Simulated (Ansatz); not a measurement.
# TlBi (Pm-3m): following an unstable mode

Which phase does TlBi (Pm-3m) fall into along its unstable mode, and how much energy does it gain?

Program: Ansatz 0.2.0. Level of theory: DFT PBEsol, scalar-relativistic, plane waves, PAW; PAW set soft_1. Results are calculated unless marked as measured.

### 1. Starting point

It takes space group Pm-3m (No. 221, cubic). Conventional cell: a = 3.888 Å, b = 3.888 Å, c = 3.888 Å, α = 90.00°, β = 90.00°, γ = 90.00°. Nearest to Tl lie 8 Bi at 3.37 Å. Nearest to Bi lie 8 Tl at 3.37 Å. Farther neighbours are not listed.

Coordinates:

```cif
data_structure
_symmetry_space_group_name_H-M 'Pm-3m'
_symmetry_Int_Tables_number 221
_cell_length_a 3.8876
_cell_length_b 3.8876
_cell_length_c 3.8876
_cell_angle_alpha 90.000
_cell_angle_beta 90.000
_cell_angle_gamma 90.000
_cell_volume 58.75
loop_
_atom_site_label
_atom_site_type_symbol
_atom_site_symmetry_multiplicity
_atom_site_Wyckoff_symbol
_atom_site_fract_x
_atom_site_fract_y
_atom_site_fract_z
_atom_site_occupancy
Tl1 Tl 1 a 0.00000 0.00000 0.00000 1
Bi1 Bi 1 b 0.50000 0.50000 0.50000 1
```

### 2. Response at finite wavevector

The cell comes from relaxations at this level that are not shown. Stability and thermal properties need the whole zone. Linear response on a 4×4×4 q mesh gives force constants as far as a supercell of that size would.

input.yaml reads:

```yaml
crystal:
  lattice:
    - [3.8875782353, 0.0, 0.0]
    - [0.0, 3.8875782353, 0.0]
    - [0.0, 0.0, 3.8875782353]
  atoms:
    - { symbol: Tl, position: [0.0, 0.0, 0.0] }
    - { symbol: Bi, position: [0.5, 0.5, 0.5] }
kpoints:
  mp_grid: { grid: [12, 12, 12] }
hamiltonian:
  xc: pbesol
  pseudopotentials: { kind: paw, azcp: { folder: soft_1 }, xc_functional: pbe }
scf:
  occupations: { method: methfessel_paxton, width: 0.2 }
output:
  eigenvalues: true
phonons:
  method: dfpt
  qmesh: [4, 4, 4]
  temperatures: { t_max: 1000, t_step: 50 }
  qpath:
    path:
      - [[0.0, 0.0, 0.0], [0.0, 0.5, 0.0], [0.5, 0.5, 0.0], [0.0, 0.0, 0.0], [0.5, 0.5, 0.5], [0.0, 0.5, 0.0]]
      - [[0.5, 0.5, 0.5], [0.5, 0.5, 0.0]]
    npoints: 10
```

The run is started by

```console
$ ansatz run input.yaml --threads 4 --pin off --max-ram 10240MiB --backend cpu --events-out ev --progress --plain --runs-dir out
```

Numbers of over 12 decimals in the logs are rounded to 6 here.

The log of the run:

```text
Engine: ansatz 0.2.0, aarch64-unknown-linux-gnu
Pseudopotentials: kind: paw
Pseudopotential: Tl, paw, valence charge 13, recommended cutoff 420 eV (normal), soft_1/Tl.paw.azcp
Pseudopotential: Bi, paw, valence charge 15, recommended cutoff 420 eV (normal), soft_1/Bi.paw.azcp
Functional definition: PBEsol
  exchange = pbesol_x
  correlation = pbesol_c
Crystal: 2 atoms, lattice volume = 58.754 Å³
Basis set: ecut = 420 eV, 1189 PW (Γ), exchange–correlation on 54×54×54 points (8 copies of the dense FFT grid, shifted against one another)
Bands: 18, of which v1, the nominal top of the filled ones, is band 14 counted from 1 (13 counted from 0)
Symmetry: 48 space group operations
k-points: 84 of 1728
Non-local potential: Tl, projectors of the file, l = 0: 2, l = 1: 2, l = 2: 2, l = 3: 1
Non-local potential: Bi, projectors of the file, l = 0: 2, l = 1: 2, l = 2: 2, l = 3: 1
PAW form: soft (Blöchl's): semilocal exchange-correlation on the pseudo side does not see the compensation charge
PAW frozen core: Tl, regenerated for the run's functional, and the local potential with it (the file was generated under x = pbe(κ = 0.804, μ = 0.219515), c = pbe(β = 0.066725))
PAW frozen core: Bi, regenerated for the run's functional, and the local potential with it (the file was generated under x = pbe(κ = 0.804, μ = 0.219515), c = pbe(β = 0.066725))
PAW one-centre angular grid: Tl, 590 points (default); XC on 64 Gauss nodes
PAW one-centre angular grid: Bi, 590 points (default); XC on 64 Gauss nodes
Initial density: superposition of atomic densities (chi_scale 0.1, normalization cell, long waves kept (reshape's long-wave potential 0.00 eV rms))
Initial wavefunctions: pseudopotential atomic-orbital guess
Functional: x = pbesol(κ = 0.804, μ = 0.123457), c = pbesol(β = 0.046)
SCF iter   1: F=—  HF=-23542.220583 eV  |F-HF|=—  |Δ(HF+E_count)|=         —  Δρ=1.85e-2  dr2=5.06e-1  ethr=3.10e-3  ⟨swp⟩=6.9  Hψ=17174  notcnv=0  defer=2
automatic band count: the SCF goes on with 22 bands, as 18 were too few: the levels above may hold too much charge
preconditioner: auto → Kerker (q_TF=auto, 2.411 Å⁻¹)  [metal: Δε(μ)=0.053 eV  Ē_g=20.212 eV  σ=0.200 eV  W_gap=0.22  n_scr=18 (ndim 8)  ℏωp=25.6 eV  f_vac=0.000  D(μ)=1.21/eV (n_scr^D=6)]
SCF iter   2: F=—  HF=-23542.087840 eV  |F-HF|=—  |Δ(HF+E_count)|=   1.33e-1  S|Δr|=    0.00e0  Δρ=1.10e-2  dr2=1.93e-1  ethr=1.81e-3  ⟨swp⟩=1.5  Hψ=2578  notcnv=0  defer=107
SCF iter   3: F=—  HF=-23542.011987 eV  |F-HF|=—  |Δ(HF+E_count)|=   7.59e-2  S|Δr|=    0.00e0  Δρ=1.60e-3  dr2=3.01e-3  ethr=6.89e-4  ⟨swp⟩=2.8  Hψ=2948  notcnv=0  defer=107
SCF iter   4: F=—  HF=-23542.011198 eV  |F-HF|=—  |Δ(HF+E_count)|=   7.89e-4  S|Δr|=    0.00e0  Δρ=2.01e-4  dr2=1.74e-5  ethr=1.08e-5  ⟨swp⟩=2.1  Hψ=2406  notcnv=0  defer=135
SCF iter   5: F=—  HF=-23542.011201 eV  |F-HF|=—  |Δ(HF+E_count)|=   2.57e-6  S|Δr|=    0.00e0  Δρ=8.09e-5  dr2=3.22e-6  ethr=6.21e-8  ⟨swp⟩=2.0  Hψ=2369  notcnv=0  defer=137
SCF iter   6: F=—  HF=-23542.011204 eV  |F-HF|=—  |Δ(HF+E_count)|=   3.63e-6  S|Δr|=    0.00e0  Δρ=2.11e-5  dr2=2.87e-7  ethr=1.15e-8  ⟨swp⟩=2.7  Hψ=2849  notcnv=0  defer=137
SCF iter   7: F=—  HF=-23542.011199 eV  |F-HF|=—  |Δ(HF+E_count)|=   5.15e-6  S|Δr|=    0.00e0  Δρ=2.79e-6  dr2=3.69e-9  ethr=1.02e-9  ⟨swp⟩=1.4  Hψ=1905  notcnv=0  defer=197
SCF iter   8: F=—  HF=-23542.011199 eV  |F-HF|=—  |Δ(HF+E_count)|=   2.51e-9  S|Δr|=    0.00e0  Δρ=6.91e-7  dr2=2.28e-10  ethr=1.32e-11  ⟨swp⟩=2.6  Hψ=2765  notcnv=0  defer=197
SCF iter   9: F=-23542.011199 eV  HF=-23542.011199 eV  |F-HF|=7.28e-12  |Δ(HF+E_count)|=  5.09e-11  S|Δr|=    0.00e0  Δρ=9.18e-8  dr2=3.97e-12  ethr=1.00e-12  ⟨swp⟩=9.8  Hψ=11654  notcnv=0
SCF 1 converged in 9 iterations: F = -23542.011199 eV  dr2 = 3.97e-12
  greatest PAW one-centre occupation: 0.988 electrons in one spin orbital (limit 2), on the Bi atom at site 1 (counted from 0), in its partial waves of l = 2
Initial density: read from a saved state, or passed on in memory by an earlier SCF of this step, an earlier step, the calling program or the single point that the run made first
iter 1 solved again at ethr=1.10e-7 eV; its pass at ethr=3.10e-3 eV (dr2=3.09e-5 eV) is discarded
SCF iter   1: F=—  HF=-23542.011201 eV  |F-HF|=—  |Δ(HF+E_count)|=         —  Δρ=4.92e-7  dr2=8.43e-11  ethr=1.10e-7  ⟨swp⟩=3.2  Hψ=11933  notcnv=0
eigensolver tolerance schedule: the retry pair's looser diagonalisation over-reported the residual by 366314.51 of it (diagonalisation noise at an unbounded share of the residual, at the tolerance the schedule requests for it); recorded, not acted on — ethr = c·dr2/N_el stays at c = 1.0e-1
preconditioner: auto → Kerker (q_TF=auto, 2.411 Å⁻¹)  [metal: Δε(μ)=0.033 eV  Ē_g=17.154 eV  σ=0.200 eV  W_gap=0.14  n_scr=18 (ndim 8)  ℏωp=25.6 eV  f_vac=0.000  D(μ)=1.26/eV (n_scr^D=6)]
SCF iter   2: F=—  HF=-23542.011199 eV  |F-HF|=—  |Δ(HF+E_count)|=   1.68e-6  S|Δr|=    0.00e0  Δρ=3.22e-7  dr2=3.67e-11  ethr=1.00e-12  ⟨swp⟩=3.2  Hψ=3550  notcnv=0
SCF iter   3: F=—  HF=-23542.011199 eV  |F-HF|=—  |Δ(HF+E_count)|=  1.46e-11  S|Δr|=    0.00e0  Δρ=2.09e-7  dr2=1.47e-11  ethr=1.00e-12  ⟨swp⟩=1.0  Hψ=1512  notcnv=0
SCF iter   4: F=-23542.011199 eV  HF=-23542.011199 eV  |F-HF|=1.82e-11  |Δ(HF+E_count)|=  3.64e-12  S|Δr|=    0.00e0  Δρ=7.15e-8  dr2=2.28e-12  ethr=1.00e-12  ⟨swp⟩=3.2  Hψ=3751  notcnv=0
SCF 2 converged in 4 iterations: F = -23542.011199 eV  dr2 = 2.28e-12
phonons: the bands overlap, so this run is a metal and interpolates without the dipole-dipole term. If the crystal is really an insulator or semiconductor, its LO-TO splitting is missing
NSCF: frozen V_eff on 84 k-points
NSCF: frozen V_eff on 196 k-points
DFPT response loops at q = (0, 0, 0) (fractional): preconditioner auto → Kerker (q_TF=auto, 2.411 Å⁻¹) (partly filled bands, converged f_vac=0.000); β = 1.00, the filter's whole step (`scf.mixing.beta` (0.50) is not read by the response loops under this deck's `scf.mixing.preconditioner`; to damp them name `kerker` or `kerker_dos`, under which they read `scf.mixing.beta`, and type it under 1.00, their step now; both keys bind the ground state too); Broyden in place of MSR1
NSCF: frozen V_eff on 1176 k-points
DFPT response loops at q = (0, 0, 0.25) (fractional): mixed as the last ones told, above
NSCF: frozen V_eff on 686 k-points
DFPT response loops at q = (0, 0, -0.5) (fractional): mixed as the last ones told, above
NSCF: frozen V_eff on 2016 k-points
DFPT response loops at q = (0, 0.25, 0.25) (fractional): mixed as the last ones told, above
NSCF: frozen V_eff on 1176 k-points
DFPT response loops at q = (0, 0.25, -0.5) (fractional): mixed as the last ones told, above
NSCF: frozen V_eff on 686 k-points
DFPT response loops at q = (0, -0.5, -0.5) (fractional): mixed as the last ones told, above
NSCF: frozen V_eff on 1872 k-points
DFPT response loops at q = (0.25, 0.25, 0.25) (fractional): mixed as the last ones told, above
NSCF: frozen V_eff on 2016 k-points
DFPT response loops at q = (0.25, 0.25, -0.5) (fractional): mixed as the last ones told, above
NSCF: frozen V_eff on 1176 k-points
DFPT response loops at q = (0.25, -0.5, -0.5) (fractional): mixed as the last ones told, above
NSCF: frozen V_eff on 392 k-points
DFPT response loops at q = (-0.5, -0.5, -0.5) (fractional): mixed as the last ones told, above
SCF converged after 9 iterations
Stability not checked: this state was not tested for a lower state beside it, because cold or Methfessel-Paxton smearing, or corrected tetrahedra, fill the levels in a way that the test cannot read (fill_not_monotonic; see scf.lower_state_search)
Free energy (F): -23542.011199 eV
Harris-Foulkes:  -23542.011199 eV  (|F-HF|=7.28e-12)
Internal energy: -23542.011549 eV  (E = F + TS)
E sigma→0 (E₀):  -23542.011287 eV
Entropy (-TS):   0.000350 eV (0.175 meV/atom)
Fermi energy:    11.236046 eV
--- Per-component energies (eV) ---
  E_band       = -68.453361
  E_kinetic    = 520.817324
  E_local      = -1990.693247  (includes V_loc(G=0)·N_el)
  E_nonlocal   = 727.187254
  E_hartree    = 732.476998
  E_xc         = -335.424427
  E_vxc        = -255.100371  (∫ρ·V_xc dr)
  E_paw        = -20546.929266  (= ΣΔE_a)
  E_vpaw       = -535.618507  (= ΣTr[D̂ρ^β])
  E_aug_tail   = 0.000171  (compensation charges beyond the density's cutoff)
  E_ewald      = -2649.574484
  E_core_change = 0.128127  (= ΣΔE_core)
  E_smearing   = 0.000350  (= −TS)
  E_closure    = -0.000000  (closes the sum)
  Σ components = -23542.011199   (vs F -23542.011199, Δ=0.00e0)
--- Band table (eV; the first three rows and the last of 84) ---
  k-point 0: bands = [... 10 lower, -0.0155, 6.7897, 10.7002, 10.7002, 10.7002, 16.1138, 16.1138, 19.5060, ... 4 higher]
  k-point 1: bands = [... 10 lower, -0.0156, 6.5657, 10.6982, 10.7876, 10.7876, 16.1549, 16.5162, 18.8688, ... 4 higher]
  k-point 2: bands = [... 10 lower, -0.0159, 5.9729, 10.7645, 11.0447, 11.0447, 16.2777, 17.2119, 17.9779, ... 4 higher]
  k-point 83: bands = [... 10 lower, 1.4758, 6.8676, 9.5703, 9.5703, 9.5703, 11.1171, 11.1171, 11.1171, ... 4 higher]
--- Phonons (Γ-DFPT): 2 representative perturbations + reference (Σ response iterations 5) ---
  ASR residual: 4.219e-5 → 0.000e0 eV/Å²; symmetrization residual: 6.212e-5 eV/Å²
  ASR residual per site (eV/Å²): 4.13e-6 4.22e-5
  Γ frequencies (cm⁻¹): 0.00 0.00 0.00 67.39 67.39 67.39
--- Phonons (arbitrary-q DFPT): 10 irreducible q on the 4×4×4 mesh ---
  q = [0.0000, 0.0000, 0.0000] (star 1, of the zone-centre solve; hermiticity 7.20e-5, symmetrization 2.05e-11): -0.00 -0.00 0.00 67.39 67.39 67.39
  q = [0.0000, 0.0000, 0.2500] (star 6, 4 solved perturbations in 1848 linear systems a pass and spin channel, the states on 588 of 1728 k-point pairs; hermiticity 6.53e-5, symmetrization 8.91e-13): 25.89 25.89 33.14 61.06 61.06 65.89
  q = [0.0000, 0.0000, -0.5000] (star 3, 4 solved perturbations in 1078 linear systems a pass and spin channel, the states on 343 of 1728 k-point pairs; hermiticity 1.38e-13, symmetrization 6.26e-12): 38.37 47.56 47.56 50.06 50.06 62.17
  q = [0.0000, 0.2500, 0.2500] (star 12, 4 solved perturbations in 3108 linear systems a pass and spin channel, the states on 1008 of 1728 k-point pairs; hermiticity 9.70e-5, symmetrization 2.47e-12): -19.41 25.10 31.09 55.04 60.71 69.43
  q = [0.0000, 0.2500, -0.5000] (star 12, 6 solved perturbations on 588 of 1728 k-point pairs; hermiticity 7.39e-5, symmetrization 2.29e-13): -11.51 12.08 45.56 49.79 68.39 75.65
  q = [0.0000, -0.5000, -0.5000] (star 3, 4 solved perturbations in 1078 linear systems a pass and spin channel, the states on 343 of 1728 k-point pairs; hermiticity 1.11e-4, symmetrization 5.38e-13): -17.64 -17.64 47.01 49.46 78.74 78.74
  q = [0.2500, 0.2500, 0.2500] (star 8, 2 solved perturbations on 936 of 1728 k-point pairs; hermiticity 3.61e-5, symmetrization 5.10e-12): -26.41 19.13 19.13 65.79 65.79 68.40
  q = [0.2500, 0.2500, -0.5000] (star 12, 4 solved perturbations in 3108 linear systems a pass and spin channel, the states on 1008 of 1728 k-point pairs; hermiticity 3.04e-5, symmetrization 5.62e-12): -15.70 16.35 37.84 56.38 68.42 72.03
  q = [0.2500, -0.5000, -0.5000] (star 6, 4 solved perturbations in 1848 linear systems a pass and spin channel, the states on 588 of 1728 k-point pairs; hermiticity 5.23e-5, symmetrization 4.42e-12): 21.66 24.98 24.98 54.43 74.79 74.79
  q = [-0.5000, -0.5000, -0.5000] (star 1, 2 solved perturbations on 196 of 1728 k-point pairs; hermiticity 2.03e-13, symmetrization 1.64e-11): 45.48 45.48 45.48 61.54 61.54 61.54
  sum rule: each row above includes the acoustic sum rule's correction from the zone centre's row sums; it moved no ω² by more than (0.23 cm⁻¹)²
  mesh force constants: q→R imaginary residual 4.12e-18; ASR residual 4.219e-5 → 0.000e0 eV/Å²; symmetrization residual 1.776e-15 eV/Å²
  interpolated dispersion: 62 rows × 6 modes
  density of states and harmonic sums: on the 16×16×16 q-mesh, interpolated from the force constants of a 4×4×4 supercell (no non-analytic term)
  largest difference from the sums on the solved wave vectors: F 9.04e-3 eV, S 1.26e-5 and C_V 1.87e-6 eV/K
  zero-point energy: 0.015635 eV/cell   skipped modes (ω ≤ 0): 129, of them read as no rigid motion or as one in doubt: 126 (8.491e-1 modes/cell left out, lowest -26.90 cm⁻¹)   left out of the sums: 1.42e-1 of the cell's modes: C_V's classical limit lies that fraction below 3 k_B per atom; for a crystal, a wire or a layer, F and S can be off by more, and a phonons.interpolated_qmesh denser along its periods is the remedy for the sampling
```

The job ended after 7.3 min (4 threads of Arm Neoverse V1, shared host; peak memory 2.7 GiB).

Numbers from this step:

```yaml
volume_per_atom: 29.38 Å³
gap_on_the_k_mesh: 0 eV
sum_rule_residual_before_enforcement: 4.22e-5 eV/Å²
lowest_frequency_on_the_path: -26.77 cm⁻¹
point_group: m-3m
highest_frequency_on_the_path_or_at_a_solved_wavevector: 78.74 cm⁻¹
highest_optical_mode_at_the_zone_centre_no_lo_to_term: 67.39 cm⁻¹
lowest_optical_zone_centre_mode: 67.39 cm⁻¹
lowest_mode_on_the_q_mesh_acoustic_modes_at_gamma_apart: -26.41 cm⁻¹
```

Frequencies (cm⁻¹) solved at each irreducible wavevector; negative means imaginary. Frequencies by wavevector, by row:

| q in reciprocal lattice units | star | mode 1 | mode 2 | mode 3 | mode 4 | mode 5 | mode 6 |
| --- | --- | --- | --- | --- | --- | --- | --- |
| 0 0 0 | 1 | 0 | 0 | 0 | 67.4 | 67.4 | 67.4 |
| 0 0 0.25 | 6 | 25.9 | 25.9 | 33.1 | 61.1 | 61.1 | 65.9 |
| 0 0 -0.5 | 3 | 38.4 | 47.6 | 47.6 | 50.1 | 50.1 | 62.2 |
| 0 0.25 0.25 | 12 | -19.4 | 25.1 | 31.1 | 55 | 60.7 | 69.4 |
| 0 0.25 -0.5 | 12 | -11.5 | 12.1 | 45.6 | 49.8 | 68.4 | 75.7 |
| 0 -0.5 -0.5 | 3 | -17.6 | -17.6 | 47 | 49.5 | 78.7 | 78.7 |
| 0.25 0.25 0.25 | 8 | -26.4 | 19.1 | 19.1 | 65.8 | 65.8 | 68.4 |
| 0.25 0.25 -0.5 | 12 | -15.7 | 16.4 | 37.8 | 56.4 | 68.4 | 72 |
| 0.25 -0.5 -0.5 | 6 | 21.7 | 25 | 25 | 54.4 | 74.8 | 74.8 |
| -0.5 -0.5 -0.5 | 1 | 45.5 | 45.5 | 45.5 | 61.5 | 61.5 | 61.5 |

Interpolated from a 4×4×4 q mesh. The phonon branches at the labelled points (cm⁻¹):

| point | branch 1 | branch 2 | branch 3 | branch 4 | branch 5 | branch 6 |
| --- | --- | --- | --- | --- | --- | --- |
| Γ | 0 | 0 | 0 | 67 | 67 | 67 |
| halfway | 26 | 26 | 33 | 61 | 61 | 66 |
| X | 38 | 48 | 48 | 50 | 50 | 62 |
| halfway | -12 | 12 | 46 | 50 | 68 | 76 |
| M | -18 | -18 | 47 | 50 | 79 | 79 |
| halfway | -19 | 25 | 31 | 55 | 61 | 69 |
| Γ | 0 | 0 | 0 | 67 | 67 | 67 |
| halfway | -26 | 19 | 19 | 66 | 66 | 68 |
| R | 46 | 46 | 46 | 62 | 62 | 62 |
| halfway | -16 | 16 | 38 | 56 | 68 | 72 |
| X | 38 | 48 | 48 | 50 | 50 | 62 |
| jump to R | 46 | 46 | 46 | 62 | 62 | 62 |
| halfway | 22 | 25 | 25 | 54 | 75 | 75 |
| M | -18 | -18 | 47 | 50 | 79 | 79 |

The phonon branches as a text plot (rows in cm⁻¹):

```
     77 |           ******                                   ****
     72 |         ***     ***            **        ****     *
     68 |****              **************  **    ***** *   *
     63 |  * ***** *           **  *   * ********     * ***
     59 |   ***   *          ***    *            ***   *   *
     55 |                  ****      **             *** *   **
     50 |      ************                            ***    ***
     46 |      ***********                    ***      ****     *
     41 |                 *                  *  **   ** *      *
     37 |    *****         ** *             **   ****    * *
     33 |   **    *          * *    ***    *           **  ** *
     28 |                                **      **
     24 |  **      *         ** *           *      *   *    **
     19 |         *            *        *             *
     15 | **                    ** *              * * *
     11 |**        *                   *             *        *
      6 |*                 **    * **
      2 |                        **  **
     -3 |                       *      *
     -7 |           *                                *
    -11 |                      *                   *           *
    -16 |           *******   *            *        *           *
    -20 |            **   ****
    -25 |                               ***
         Γ      X      M          Γ            R        X|R     M
```

Symmetry leaves 10 wavevectors to solve. The lowest mode among them, the acoustic zeros apart, lies at q = (0.25, 0.25, 0.25) and is imaginary, 26.4i cm⁻¹, so the energy falls along it.

### 3. The mode frozen in, largest atomic shift 0 Å

The mode followed lies at q = (0, 0.25, 0.25) with frequency 19.4i cm⁻¹, one of the unstable modes though not the softest. At small amplitude the distorted cell has space group no. 51 by a symmetry search on the positions. The undistorted cell that holds it gives the zero of energy on the same k mesh.

System of this step: TlBi. The structure is cubic, space group Pm-3m (No. 221). Conventional cell: a = 3.888 Å, b = 3.888 Å, c = 3.888 Å, α = 90.00°, β = 90.00°, γ = 90.00°. Nearest to Tl lie 8 Bi at 3.37 Å. Nearest to Bi lie 8 Tl at 3.37 Å. Farther neighbours are not listed.

input.yaml, the sections that differ from step 2:

```yaml
crystal:
  lattice:
    - [3.8875782353, 0.0, 0.0]
    - [0.0, 3.8875782353, -3.8875782353]
    - [0.0, 7.7751564706, 7.7751564706]
  atoms:
    - { symbol: Tl, position: [0.0, 0.0, 0.0] }
    - { symbol: Tl, position: [0.0, 0.5, 0.25] }
    - { symbol: Tl, position: [0.0, 0.0, 0.5] }
    - { symbol: Tl, position: [0.0, 0.5, 0.75] }
    - { symbol: Bi, position: [0.5, 0.0, 0.25] }
    - { symbol: Bi, position: [0.5, 0.5, 0.5] }
    - { symbol: Bi, position: [0.5, 0.0, 0.75] }
    - { symbol: Bi, position: [0.5, 0.5, 0.0] }
kpoints:
  mp_grid: { grid: [10, 8, 4] }
output:
  forces: true
  stress: true
  eigenvalues: true
# hamiltonian, scf: as in step 2
# phonons: removed
```

The log of the run:

```text
[...]
Crystal: 8 atoms, lattice volume = 235.016 Å³
Basis set: ecut = 420 eV, 4651 PW (Γ), exchange–correlation on 54×80×150 points (8 copies of the dense FFT grid, shifted against one another)
Bands: 68, of which v1, the nominal top of the filled ones, is band 56 counted from 1 (55 counted from 0)
Symmetry: 32 space group operations
[...]
k-points: 90 of 320
[...]
k-point 0: bands = [... 52 lower, 10.6981, 10.6995, 10.6995, 12.0560, 12.0560, 12.4269, 12.4269, 13.2473, ... 8 higher]
  k-point 1: bands = [... 52 lower, 10.4539, 10.7888, 10.7961, 11.0218, 11.5191, 12.5780, 12.5951, 13.2003, ... 8 higher]
  k-point 2: bands = [... 52 lower, 9.8653, 9.8653, 11.0801, 11.0801, 11.7674, 11.7674, 13.0030, 13.0030, ... 8 higher]
  k-point 89: bands = [... 52 lower, 8.2536, 8.2536, 8.2536, 8.2536, 12.1967, 12.1967, 12.1967, 12.1967, ... 8 higher]
[key lines of the parts left out:]
SCF converged after 7 iterations
Free energy (F): -94168.079382 eV
Fermi energy:    11.140401 eV
P = ⅓ Tr σ = 0.1169 GPa (1.169 kbar)
```

It took 16 s on 4 threads; peak memory 1.2 GiB; 64 s of CPU time.

This step gave:

| Property | Result |
| --- | --- |
| pressure | 0.1169 GPa |
| energy from the undistorted cell | 0 meV/atom |

The run ends at a pressure of 0.12 GPa.

[end of part 1 of 2]

[Logs are printed without paths, hosts, clocks, repeated set-up lines and the standing remarks that a program may print on its own settings, such as how far it seeks lower states.]

[Hosts, paths, dates, database ids (printed as entryN), source tags and the programs' standing remarks are cut or masked in the printed files.]
